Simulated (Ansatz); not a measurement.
# Phonons of Ca2Si (Fm-3m) against volume

Wanted: mode Grüneisen parameters of Ca2Si (Fm-3m).

Program: Ansatz 0.2.0. Level of theory: DFT LDA, scalar-relativistic, plane waves, PAW. Results are calculated unless marked as measured.

## Step 1: The structure

It takes space group Fm-3m (No. 225, cubic). The conventional cell has a = 7.002 Å, b = 7.002 Å, c = 7.002 Å, α = 90.00°, β = 90.00°, γ = 90.00°. Nearest to Ca lie 4 Si at 3.03 Å. Si has 8 Ca at 3.03 Å nearest. Farther neighbours are not listed.

## Step 2: Phonons on a q mesh

The cell comes from relaxations at this level that are not shown. Stability and thermal properties need the whole zone. Linear response on a 2×2×2 q mesh gives force constants as far as a supercell of that size would, and the tensors from the zone-centre run are typed in so that the long-range dipole term is interpolated apart.

The input, input.yaml:

```yaml
crystal:
  lattice:
    - [0.0, 3.5012253204, 3.5012253204]
    - [3.5012253204, 0.0, 3.5012253204]
    - [3.5012253204, 3.5012253204, 0.0]
  atoms:
    - { symbol: Ca, position: [0.75, 0.75, 0.75] }
    - { symbol: Ca, position: [0.25, 0.25, 0.25] }
    - { symbol: Si, position: [0.0, 0.0, 0.0] }
kpoints:
  mp_grid: { grid: [8, 8, 8] }
hamiltonian:
  xc: lda
scf:
  occupations: { method: fixed }
output:
  eigenvalues: true
phonons:
  method: dfpt
  qmesh: [2, 2, 2]
  temperatures: { t_max: 1000, t_step: 50 }
  qpath:
    path:
      - [[0.0, 0.0, 0.0], [0.5, 0.0, 0.5], [0.625, 0.25, 0.625]]
      - [[0.375, 0.375, 0.75], [0.0, 0.0, 0.0], [0.5, 0.5, 0.5], [0.5, 0.25, 0.75], [0.5, 0.0, 0.5]]
    npoints: 10
  non_analytic_term:
    high_frequency_dielectric_tensor: [[13.7364, 0.0, 0.0], [0.0, 13.7364, 0.0], [0.0, 0.0, 13.7364]]
    born_effective_charges:
      - { species: Ca, tensor: [[1.9296, 0.0, 0.0], [0.0, 1.9296, 0.0], [0.0, 0.0, 1.9296]] }
      - { species: Ca, tensor: [[1.9296, 0.0, 0.0], [0.0, 1.9296, 0.0], [0.0, 0.0, 1.9296]] }
      - { species: Si, tensor: [[-3.8591, 0.0, 0.0], [0.0, -3.8591, 0.0], [0.0, 0.0, -3.8591]] }
    source: "zone-centre run at this cell"
```

Started as:

```
$ ansatz run input.yaml --threads 4 --pin off --max-ram 7168MiB --backend cpu --events-out ev --progress --plain --runs-dir out
```

Numbers of over 12 decimals in the logs are rounded to 6 here.

Output:

```text
Warning: phonons: the dynamical matrix that this run interpolates holds no multipole term above the dipole-dipole one, and a site of this crystal is no centre of inversion, so its interpolated transverse optical and acoustic branches and sound speeds can stay off near Gamma, and the density of states and the thermodynamics with them. What a run solves at a wave vector of phonons.qpoints, Gamma apart, where the deck admits one, is free of this, and under fd what a larger phonons.supercell samples
Engine: ansatz 0.2.0, aarch64-unknown-linux-gnu
Pseudopotentials: kind: paw
Pseudopotential: Ca, paw, valence charge 10, recommended cutoff 420 eV (normal), Ca.paw.azcp
Pseudopotential: Si, paw, valence charge 4, recommended cutoff 420 eV (normal), Si.paw.azcp
Functional definition: SPW92
  exchange = slater_x
  correlation = pw_c
Crystal: 3 atoms, lattice volume = 85.840 Å³
Basis set: ecut = 420 eV, 1687 PW (Γ), exchange–correlation on 72×72×72 points (8 copies of the dense FFT grid, shifted against one another)
Bands: 16, of which v1, the nominal top of the filled ones, is band 12 counted from 1 (11 counted from 0)
Symmetry: 48 space group operations
k-points: 29 of 512
Non-local potential: Ca, projectors of the file, l = 0: 3, l = 1: 2, l = 2: 2
Non-local potential: Si, projectors of the file, l = 0: 2, l = 1: 2, l = 2: 2
PAW form: soft (Blöchl's): semilocal exchange-correlation on the pseudo side does not see the compensation charge
PAW frozen core: Ca, regenerated for the run's functional, and the local potential with it (the file was generated under x = pbe(κ = 0.804, μ = 0.219515), c = pbe(β = 0.066725))
PAW frozen core: Si, regenerated for the run's functional, and the local potential with it (the file was generated under x = pbe(κ = 0.804, μ = 0.219515), c = pbe(β = 0.066725))
PAW one-centre angular grid: Ca, 110 points (default); XC on 64 Gauss nodes
PAW one-centre angular grid: Si, 110 points (default); XC on 64 Gauss nodes
Initial density: superposition of atomic densities (neutral atoms: chi_scale 0, normalization atom), corrected by the library's trained network
Initial wavefunctions: pseudopotential atomic-orbital guess
Functional: x = slater, c = lda
SCF iter   1: F=—  HF=-4155.331123 eV  |F-HF|=—  |Δ(HF+E_count)|=         —  Δρ=4.53e-3  dr2=1.32e-2  ethr=1.77e-3  ⟨swp⟩=4.0  Hψ=2206  notcnv=0  defer=26
preconditioner: auto → none  [insulator: Δε(μ)=0.366 eV  Ē_g=4.555 eV  n_scr=14 (ndim 8)  ℏωp=11.3 eV  f_vac=0.000  ε∞_Penn≈7.2]
SCF iter   2: F=—  HF=-4155.329578 eV  |F-HF|=—  |Δ(HF+E_count)|=   1.55e-3  Δρ=2.17e-3  dr2=2.36e-3  ethr=5.52e-5  ⟨swp⟩=2.1  Hψ=789  notcnv=0  defer=55
SCF iter   3: F=—  HF=-4155.329536 eV  |F-HF|=—  |Δ(HF+E_count)|=   4.22e-5  Δρ=4.04e-4  dr2=2.15e-4  ethr=9.85e-6  ⟨swp⟩=2.9  Hψ=632  notcnv=0  defer=57
SCF iter   4: F=—  HF=-4155.329501 eV  |F-HF|=—  |Δ(HF+E_count)|=   3.47e-5  Δρ=1.05e-4  dr2=2.53e-5  ethr=8.96e-7  ⟨swp⟩=2.0  Hψ=588  notcnv=0  defer=32
SCF iter   5: F=—  HF=-4155.329493 eV  |F-HF|=—  |Δ(HF+E_count)|=   7.56e-6  Δρ=1.89e-5  dr2=4.80e-7  ethr=1.05e-7  ⟨swp⟩=2.0  Hψ=577  notcnv=0  defer=6
SCF iter   6: F=—  HF=-4155.329494 eV  |F-HF|=—  |Δ(HF+E_count)|=   1.05e-6  Δρ=1.36e-6  dr2=1.82e-9  ethr=2.00e-9  ⟨swp⟩=2.0  Hψ=576  notcnv=0  defer=6
SCF iter   7: F=—  HF=-4155.329494 eV  |F-HF|=—  |Δ(HF+E_count)|=   1.36e-9  Δρ=2.09e-7  dr2=3.02e-11  ethr=7.59e-12  ⟨swp⟩=2.1  Hψ=752  notcnv=0  defer=6
SCF iter   8: F=-4155.329494 eV  HF=-4155.329494 eV  |F-HF|=0.00e0  |Δ(HF+E_count)|=  7.28e-12  Δρ=1.92e-8  dr2=1.85e-13  ethr=1.00e-12  ⟨swp⟩=8.8  Hψ=2876  notcnv=0
SCF 1 converged in 8 iterations: F = -4155.329494 eV  dr2 = 1.85e-13
  greatest PAW one-centre occupation: 0.996 electrons in one spin orbital (limit 2), on the Ca atom at site 1 (counted from 0), in its partial waves of l = 0
NSCF: frozen V_eff on 29 k-points
NSCF: frozen V_eff on 59 k-points
DFPT response loops at q = (0, 0, 0) (fractional): preconditioner auto → Resta (q_TF=auto, 2.206 Å⁻¹)  ε∞=12.2 (no band partly filled); β = 1.00, the filter's whole step (`scf.mixing.beta` (0.50) is not read by the response loops at its default; to damp them type it under 1.00, their step now; it binds the ground state too); Broyden in place of MSR1
NSCF: frozen V_eff on 300 k-points
DFPT response loops at q = (0, 0, -0.5) (fractional): mixed as the last ones told, above
NSCF: frozen V_eff on 190 k-points
DFPT response loops at q = (0, -0.5, -0.5) (fractional): mixed as the last ones told, above
SCF converged after 8 iterations
Free energy (F): -4155.329494 eV
Harris-Foulkes:  -4155.329494 eV  (|F-HF|=0.00e0)
Internal energy: -4155.329494 eV  (E = F + TS)
E sigma→0 (E₀):  -4155.329494 eV
Fermi energy:    5.471336 eV
--- Per-component energies (eV) ---
  E_band       = -302.002515
  E_kinetic    = 595.178015
  E_local      = -1652.510746  (includes V_loc(G=0)·N_el)
  E_nonlocal   = 161.474389
  E_hartree    = 557.625306
  E_xc         = -324.860868
  E_vxc        = -386.636242  (∫ρ·V_xc dr)
  E_paw        = -2118.626484  (= ΣΔE_a)
  E_vpaw       = -134.758553  (= ΣTr[D̂ρ^β])
  E_aug_tail   = -0.000005  (compensation charges beyond the density's cutoff)
  E_ewald      = -1374.259764
  E_core_change = 0.650662  (= ΣΔE_core)
  E_smearing   = -0.000000  (= −TS)
  E_closure    = 0.000000  (closes the sum)
  Σ components = -4155.329494   (vs F -4155.329494, Δ=0.00e0)
--- Band table (eV; the first three rows and the last of 29) ---
  k-point 0: bands = [... 8 lower, -1.2458, 4.9466, 4.9466, 4.9466, 7.1766, 7.1766, 7.3569, 10.4557]
  k-point 1: bands = [... 8 lower, -1.1484, 4.6118, 5.0005, 5.0005, 7.2298, 7.2298, 7.8934, 9.9239]
  k-point 2: bands = [... 8 lower, -0.8948, 4.0545, 5.1350, 5.1350, 7.3968, 7.3968, 8.6036, 9.5024]
  k-point 28: bands = [... 8 lower, -0.2395, 4.1884, 4.1884, 5.1419, 6.4728, 8.0068, 8.0068, 8.9029]
--- Phonons (Γ-DFPT): 2 representative perturbations + reference (Σ response iterations 6) ---
  ASR residual: 2.274e-5 → 0.000e0 eV/Å²; symmetrization residual: 3.390e-6 eV/Å²
  ASR residual per site (eV/Å²): 2.27e-5 2.27e-5 4.91e-6
  Γ frequencies (cm⁻¹): 0.00 0.00 0.00 195.33 195.33 195.33 228.38 228.38 228.38
--- Phonons (arbitrary-q DFPT): 3 irreducible q on the 2×2×2 mesh ---
  q = [0.0000, 0.0000, 0.0000] (star 1, of the zone-centre solve; hermiticity 1.70e-6, symmetrization 4.31e-14): -0.00 -0.00 -0.00 195.33 195.33 195.33 228.38 228.38 228.38
  q = [0.0000, 0.0000, -0.5000] (star 4, 2 solved perturbations on 150 of 512 k-point pairs; hermiticity 8.32e-7, symmetrization 1.65e-13): 115.16 115.16 148.59 166.97 166.97 190.79 222.87 222.87 248.58
  q = [0.0000, -0.5000, -0.5000] (star 3, 4 solved perturbations in 308 linear systems a pass and spin channel, the states on 95 of 512 k-point pairs; hermiticity 5.06e-7, symmetrization 1.57e-13): 79.35 110.19 110.19 171.96 171.96 226.70 226.70 243.23 246.69
  sum rule: each row above includes the acoustic sum rule's correction from the zone centre's row sums; it moved no ω² by more than (0.39 cm⁻¹)²
  mesh force constants: q→R imaginary residual 4.01e-17; ASR residual 2.274e-5 → 0.000e0 eV/Å²; symmetrization residual 2.665e-15 eV/Å²
  interpolated dispersion: 63 rows × 9 modes
  density of states and harmonic sums: on the 16×16×16 q-mesh, interpolated from the force constants of a 2×2×2 supercell (with the dipole–dipole term of supplied tensors)
  largest difference from the sums on the solved wave vectors: F 7.28e-2 eV, S 1.05e-4 and C_V 3.22e-5 eV/K
  zero-point energy: 0.098118 eV/cell   skipped modes (ω ≤ 0): 3   left out of the sums: 8.14e-5 of the cell's modes: C_V's classical limit lies that fraction below 3 k_B per atom; for a crystal, a wire or a layer, F and S can be off by more, and a phonons.interpolated_qmesh denser along its periods is the remedy for the sampling
```

It took 25 s on 4 threads of Arm Neoverse V2, shared host; peak memory 0.77 GiB.

In the SCF lines HF is the Harris–Foulkes energy and dr2 the Hartree energy of the density residual, in eV; the loop may stop once dr2 is under the threshold and the program's other checks hold. Hψ counts applications of the Hamiltonian.

Numbers from this step:

```
gap on the k-mesh                                       : 0.4009 eV
volume per atom                                         : 28.61 Å³
sum-rule residual before enforcement                    : 2.27e-5 eV/Å²
lowest frequency on the path                            : 0 cm⁻¹
point group                                             : m-3m
highest frequency on the path or at a solved wavevector : 286.4 cm⁻¹
mean frequency                                          : 175.9 cm⁻¹
Debye temperature (second moment)                       : 342 K
logarithmic mean frequency                              : 165.8 cm⁻¹
highest optical mode at the zone centre (no LO-TO term) : 228.4 cm⁻¹
lowest optical zone-centre mode                         : 195.3 cm⁻¹
lowest mode on the q mesh (acoustic modes at Γ apart)   : 79.35 cm⁻¹
zero-point energy per atom                              : 32.71 meV
heat capacity at 300 K                                  : 23.40 J/(mol atoms K)
vibrational entropy at 300 K                            : 31.45 J/(mol atoms K)
```

Frequencies (cm⁻¹) solved at each irreducible wavevector; negative means imaginary. Frequencies by wavevector, by row:

```tsv
q in reciprocal lattice units	star	mode 1	mode 2	mode 3	mode 4	mode 5	mode 6	mode 7	mode 8	mode 9
0 0 0	1	0	0	0	195.3	195.3	195.3	228.4	228.4	228.4
0 0 -0.5	4	115.2	115.2	148.6	167	167	190.8	222.9	222.9	248.6
0 -0.5 -0.5	3	79.3	110.2	110.2	172	172	226.7	226.7	243.2	246.7
```

Symmetry leaves 3 wavevectors to solve. The lowest mode among them, the acoustic zeros apart, lies at q = (0, -0.5, -0.5) and is real, 79.3 cm⁻¹.

## Step 3: Relaxing at another volume, volume ratio 0.97

The volume is scaled by 0.97 and held; symmetry leaves nothing to relax, so this is a single point. The modes can then be followed against volume.

input.yaml, the sections that differ from step 2:

```yaml
crystal:
  lattice:
    - [0.0, 3.46585699, 3.46585699]
    - [3.46585699, 0.0, 3.46585699]
    - [3.46585699, 3.46585699, 0.0]
  atoms:
    - { symbol: Ca, position: [0.75, 0.75, 0.75] }
    - { symbol: Ca, position: [0.25, 0.25, 0.25] }
    - { symbol: Si, position: [0.0, 0.0, 0.0] }
output:
  forces: true
  stress: true
  eigenvalues: true
# kpoints, hamiltonian, scf: as in step 2
# phonons: removed
```

Output:

```text
[...]
Crystal: 3 atoms, lattice volume = 83.265 Å³
Basis set: ecut = 420 eV, 1639 PW (Γ)
Bands: 16, of which v1, the nominal top of the filled ones, is band 12 counted from 1 (11 counted from 0)
Symmetry: 48 space group operations
[...]
k-points: 29 of 512
[...]
P = ⅓ Tr σ = 1.3573 GPa (13.573 kbar)
--- Band table (eV; the first three rows and the last of 29) ---
  k-point 0: bands = [... 8 lower, -1.0546, 5.1562, 5.1562, 5.1562, 7.4160, 7.4160, 7.7314, 10.8235]
  k-point 1: bands = [... 8 lower, -0.9526, 4.8307, 5.2142, 5.2142, 7.4725, 7.4725, 8.2692, 10.2788]
  k-point 2: bands = [... 8 lower, -0.6872, 4.2808, 5.3594, 5.3594, 7.6487, 7.6487, 8.9700, 9.8631]
  k-point 28: bands = [... 8 lower, -0.0026, 4.4326, 4.4326, 5.4064, 6.6994, 8.2920, 8.2920, 9.2068]
[key lines of the parts left out:]
SCF converged after 6 iterations
Free energy (F): -4155.318837 eV
Fermi energy:    5.744420 eV
```

The job ended after 0.64 s (4 threads; peak memory 0.33 GiB).

Numbers from this step:

- pressure: 1.357 GPa
- gap on the k-mesh: 0.3493 eV
- volume per atom: 27.75 Å³
- direct gap on mesh: 0.3493 eV

At this level the gap is 0.35 eV on the k-mesh of the self-consistent run, which can miss the band edges.

## Step 4: Phonons at the other volume, volume ratio 0.97

The phonons are repeated at this volume on the same k and q meshes.

input.yaml, the sections that differ from step 3:

```yaml
output:
  eigenvalues: true
phonons:
  method: dfpt
  dielectric: true
  rigid_motions: translations
  qmesh: [2, 2, 2]
  temperatures: { t_max: 1000, t_step: 50 }
  qpath:
    path:
      - [[0.0, 0.0, 0.0], [0.5, 0.0, 0.5], [0.625, 0.25, 0.625]]
      - [[0.375, 0.375, 0.75], [0.0, 0.0, 0.0], [0.5, 0.5, 0.5], [0.5, 0.25, 0.75], [0.5, 0.0, 0.5]]
    npoints: 10
# crystal, kpoints, hamiltonian, scf: as in step 3
```

Output:

```text
[...]
Crystal: 3 atoms, lattice volume = 83.265 Å³
Basis set: ecut = 420 eV, 1639 PW (Γ), exchange–correlation on 72×72×72 points (8 copies of the dense FFT grid, shifted against one another)
Bands: 16, of which v1, the nominal top of the filled ones, is band 12 counted from 1 (11 counted from 0)
Symmetry: 48 space group operations
k-points: 95 of 512 (irreducible under 4 space group operations, time reversal used)
[...]
SCF iter   1: F=—  HF=-4155.320283 eV  |F-HF|=—  |Δ(HF+E_count)|=         —  Δρ=4.59e-3  dr2=1.28e-2  ethr=1.77e-3  ⟨swp⟩=4.0  Hψ=7229  notcnv=0  defer=86
[...]
SCF iter   7: F=-4155.318837 eV  HF=-4155.318837 eV  |F-HF|=1.18e-11  |Δ(HF+E_count)|=   1.29e-9  Δρ=1.91e-7  dr2=2.67e-11  ethr=1.00e-12  ⟨swp⟩=9.5  Hψ=10316  notcnv=0
SCF 1 converged in 7 iterations: F = -4155.318837 eV  dr2 = 2.67e-11
[...]
DFPT response loops at Γ: preconditioner auto → Resta (q_TF=auto, 2.217 Å⁻¹)  ε∞=13.1 (no band partly filled); β = 1.00, the filter's whole step (`scf.mixing.beta` (0.50) is not read by the response loops at its default; to damp them type it under 1.00, their step now; it binds the ground state too); Broyden in place of MSR1
── the response to a field inside a basis, on 10×10×10 k-points: an SCF that follows is theirs, and a resumed run solves both again ──
Bands: 13, of which v1, the nominal top of the filled ones, is band 12 counted from 1 (11 counted from 0)
k-points: 110
[...]
Eigensolver: Dense (110 Hₖ)
SCF iter   1: F=—  HF=-4155.316780 eV  |F-HF|=—  |Δ(HF+E_count)|=         —  Δρ=5.52e-5  dr2=3.82e-6  ethr=1.00e-1
[...]
SCF iter   3: F=-4155.316779 eV  HF=-4155.316779 eV  |F-HF|=1.74e-8  |Δ(HF+E_count)|=   1.22e-8  Δρ=1.24e-5  dr2=8.01e-8  ethr=1.82e-9
SCF 1 converged in 3 iterations: F = -4155.316779 eV  dr2 = 8.01e-8
[...]
WARN: field response: ε∞ stands inside a basis, on 10×10×10 points; the force constants stand on the 8×8×8 k-mesh, whose period is 10.50 times the interband length at k = (0.0000, -0.5000, -0.5000), direct gap 0.349 eV, under 14: take them and everything formed from them as unconverged, and compare with a denser kpoints.mp_grid
NSCF: frozen V_eff on 29 k-points
[...]
SCF converged after 7 iterations
Free energy (F): -4155.318837 eV
[...]
Internal energy: -4155.318837 eV  (E = F + TS)
E sigma→0 (E₀):  -4155.318837 eV
Fermi energy:    5.744433 eV
[...]
--- Band table (eV; the first three rows and the last of 95) ---
  k-point 0: bands = [... 8 lower, -1.0546, 5.1562, 5.1562, 5.1562, 7.4160, 7.4160, 7.7314, 10.8235]
  k-point 1: bands = [... 8 lower, -0.9526, 4.8308, 5.2142, 5.2142, 7.4725, 7.4725, 8.2692, 10.2788]
  k-point 2: bands = [... 8 lower, -0.6872, 4.2808, 5.3594, 5.3594, 7.6487, 7.6487, 8.9700, 9.8631]
  k-point 94: bands = [... 8 lower, -0.0025, 4.4326, 4.4326, 5.4064, 6.6994, 8.2920, 8.2920, 9.2068]
--- Phonons (Γ-DFPT): 2 representative perturbations + reference, on 95 of 512 k-points (Σ response iterations 6) ---
  k mesh reduced under 4 symmetry operations, with k and −k counted as one. Each operation leaves every solved perturbation unchanged. A smaller set is not considered because the run solves the response to a homogeneous field
  ASR residual: 2.195e-5 → 0.000e0 eV/Å²; symmetrization residual: 4.396e-6 eV/Å²
  ASR residual per site (eV/Å²): 2.19e-5 2.19e-5 1.05e-5
  Γ frequencies (cm⁻¹): 0.00 0.00 0.00 201.83 201.83 201.83 239.63 239.63 239.63
  ε∞ (high-frequency dielectric tensor):
       14.503173     0.000000     0.000000
        0.000000    14.503173     0.000000
        0.000000     0.000000    14.503173
  ε⁰ (static dielectric tensor: ions relaxed, cell fixed):
       22.130275     0.000000     0.000000
        0.000000    22.130275     0.000000
        0.000000     0.000000    22.130275
  ε⁰ − ε∞ (ionic part):
        7.627102     0.000000     0.000000
        0.000000     7.627102     0.000000
        0.000000     0.000000     7.627102
  softest optical mode at Γ: 201.83 cm⁻¹; the repairs (sum rule, projections) moved no ω² at Γ by more than (0.73 cm⁻¹)²
  Born effective charges Z* (e; rows j = field, columns β = displacement):
    site 0:
         1.96296   -0.00000   -0.00000
        -0.00000    1.96296   -0.00000
         0.00000    0.00000    1.96296
    site 1:
         1.96296    0.00000    0.00000
        -0.00000    1.96296   -0.00000
         0.00000    0.00000    1.96296
    site 2:
        -3.92592   -0.00000    0.00000
         0.00000   -3.92592    0.00000
        -0.00000   -0.00000   -3.92592
  Z* charge neutrality: 2.749e-5 e pre-enforcement
  solved inside a basis spanned on kpoints, on 10×10×10 k-points transformed towards the longest dipole: ε∞ is read to err by 4.3e-2, Z* by 1.4e-2 e (field_mesh: kpoints solves on kpoints); Z* is corrected for what the basis lacks
  optical modes at Γ without the LO–TO term, one row a degenerate level:
      ω (cm⁻¹)  modes    IR ((D/Å)²/amu)
        201.83      3             0.0000
        239.63      3            51.2918
  optical modes at Γ + LO–TO along q̂ = [1.0000, 0.0000, 0.0000]:
      ω (cm⁻¹)  modes    IR ((D/Å)²/amu)
        201.83      3             0.0000
        239.63      2            34.1946
        296.00      1            17.0973
  optical modes at Γ + LO–TO along q̂ = [0.0000, 1.0000, 0.0000]:
      ω (cm⁻¹)  modes    IR ((D/Å)²/amu)
        201.83      3             0.0000
        239.63      2            34.1946
        296.00      1            17.0973
  optical modes at Γ + LO–TO along q̂ = [0.0000, 0.0000, 1.0000]:
      ω (cm⁻¹)  modes    IR ((D/Å)²/amu)
        201.83      3             0.0000
        239.63      2            34.1946
        296.00      1            17.0973
--- Phonons (arbitrary-q DFPT): 3 irreducible q on the 2×2×2 mesh ---
[...]
interpolated dispersion: 63 rows × 9 modes
[...]
```

Wall time 43 s (4 threads); peak memory 0.8 GiB.

Numbers from this step:

| Quantity | Value |
| --- | --- |
| sum-rule residual before enforcement | 2.19e-5 eV/Å² |
| miss of the charge sum rule | 2.75e-5 e |
| estimated error of the dielectric tensor | 0.04310 |
| estimated error of the Born charges | 0.01381 e |
| highest frequency on the path or at a solved wavevector | 296 cm⁻¹ |
| mean frequency | 182.4 cm⁻¹ |
| Debye temperature (second moment) | 356 K |
| logarithmic mean frequency | 171.8 cm⁻¹ |
| highest optical mode at the zone centre (no LO-TO term) | 239.6 cm⁻¹ |
| lowest optical zone-centre mode | 201.8 cm⁻¹ |
| mean high-frequency dielectric constant | 14.50 |
| largest Born charge (third of the trace) | -3.926 e |
| mean static dielectric constant | 22.13 |
| top of the zone-centre spectrum with the field | 296 cm⁻¹ |
| lowest mode on the q mesh (acoustic modes at Γ apart) | 84.57 cm⁻¹ |
| zero-point energy per atom | 33.92 meV |

Frequencies (cm⁻¹) solved at each irreducible wavevector; negative means imaginary. Frequencies by wavevector, by row:

```tsv
q in reciprocal lattice units	star	mode 1	mode 2	mode 3	mode 4	mode 5	mode 6	mode 7	mode 8	mode 9
0 0 0	1	0	0	0	201.8	201.8	201.8	239.6	239.6	239.6
0 0 -0.5	4	115.3	115.3	153.9	173.4	173.4	195.8	235	235	258
0 -0.5 -0.5	3	84.6	116.8	116.8	172.8	172.8	239.6	239.6	249.6	255.5
```

The highest optical mode at the zone centre (no LO-TO term) is 239.6 cm⁻¹, +11.2 cm⁻¹ against the base run.

The log warns of the k mesh: “the force constants stand on the 8×8×8 k-mesh, whose period is 10.50 times the interband length at k = (0.0000, -0.5000, -0.5000), direct gap 0.349 eV, under 14: take them and everything formed from them as unconverged”.

(Continued in part 2 of 2.)

[Logs are printed without paths, hosts, clocks, repeated set-up lines and the standing remarks that a program may print on its own settings, such as how far it seeks lower states.]

[Hosts, paths, dates, database ids (printed as entryN), source tags and the programs' standing remarks are cut or masked in the printed files.]
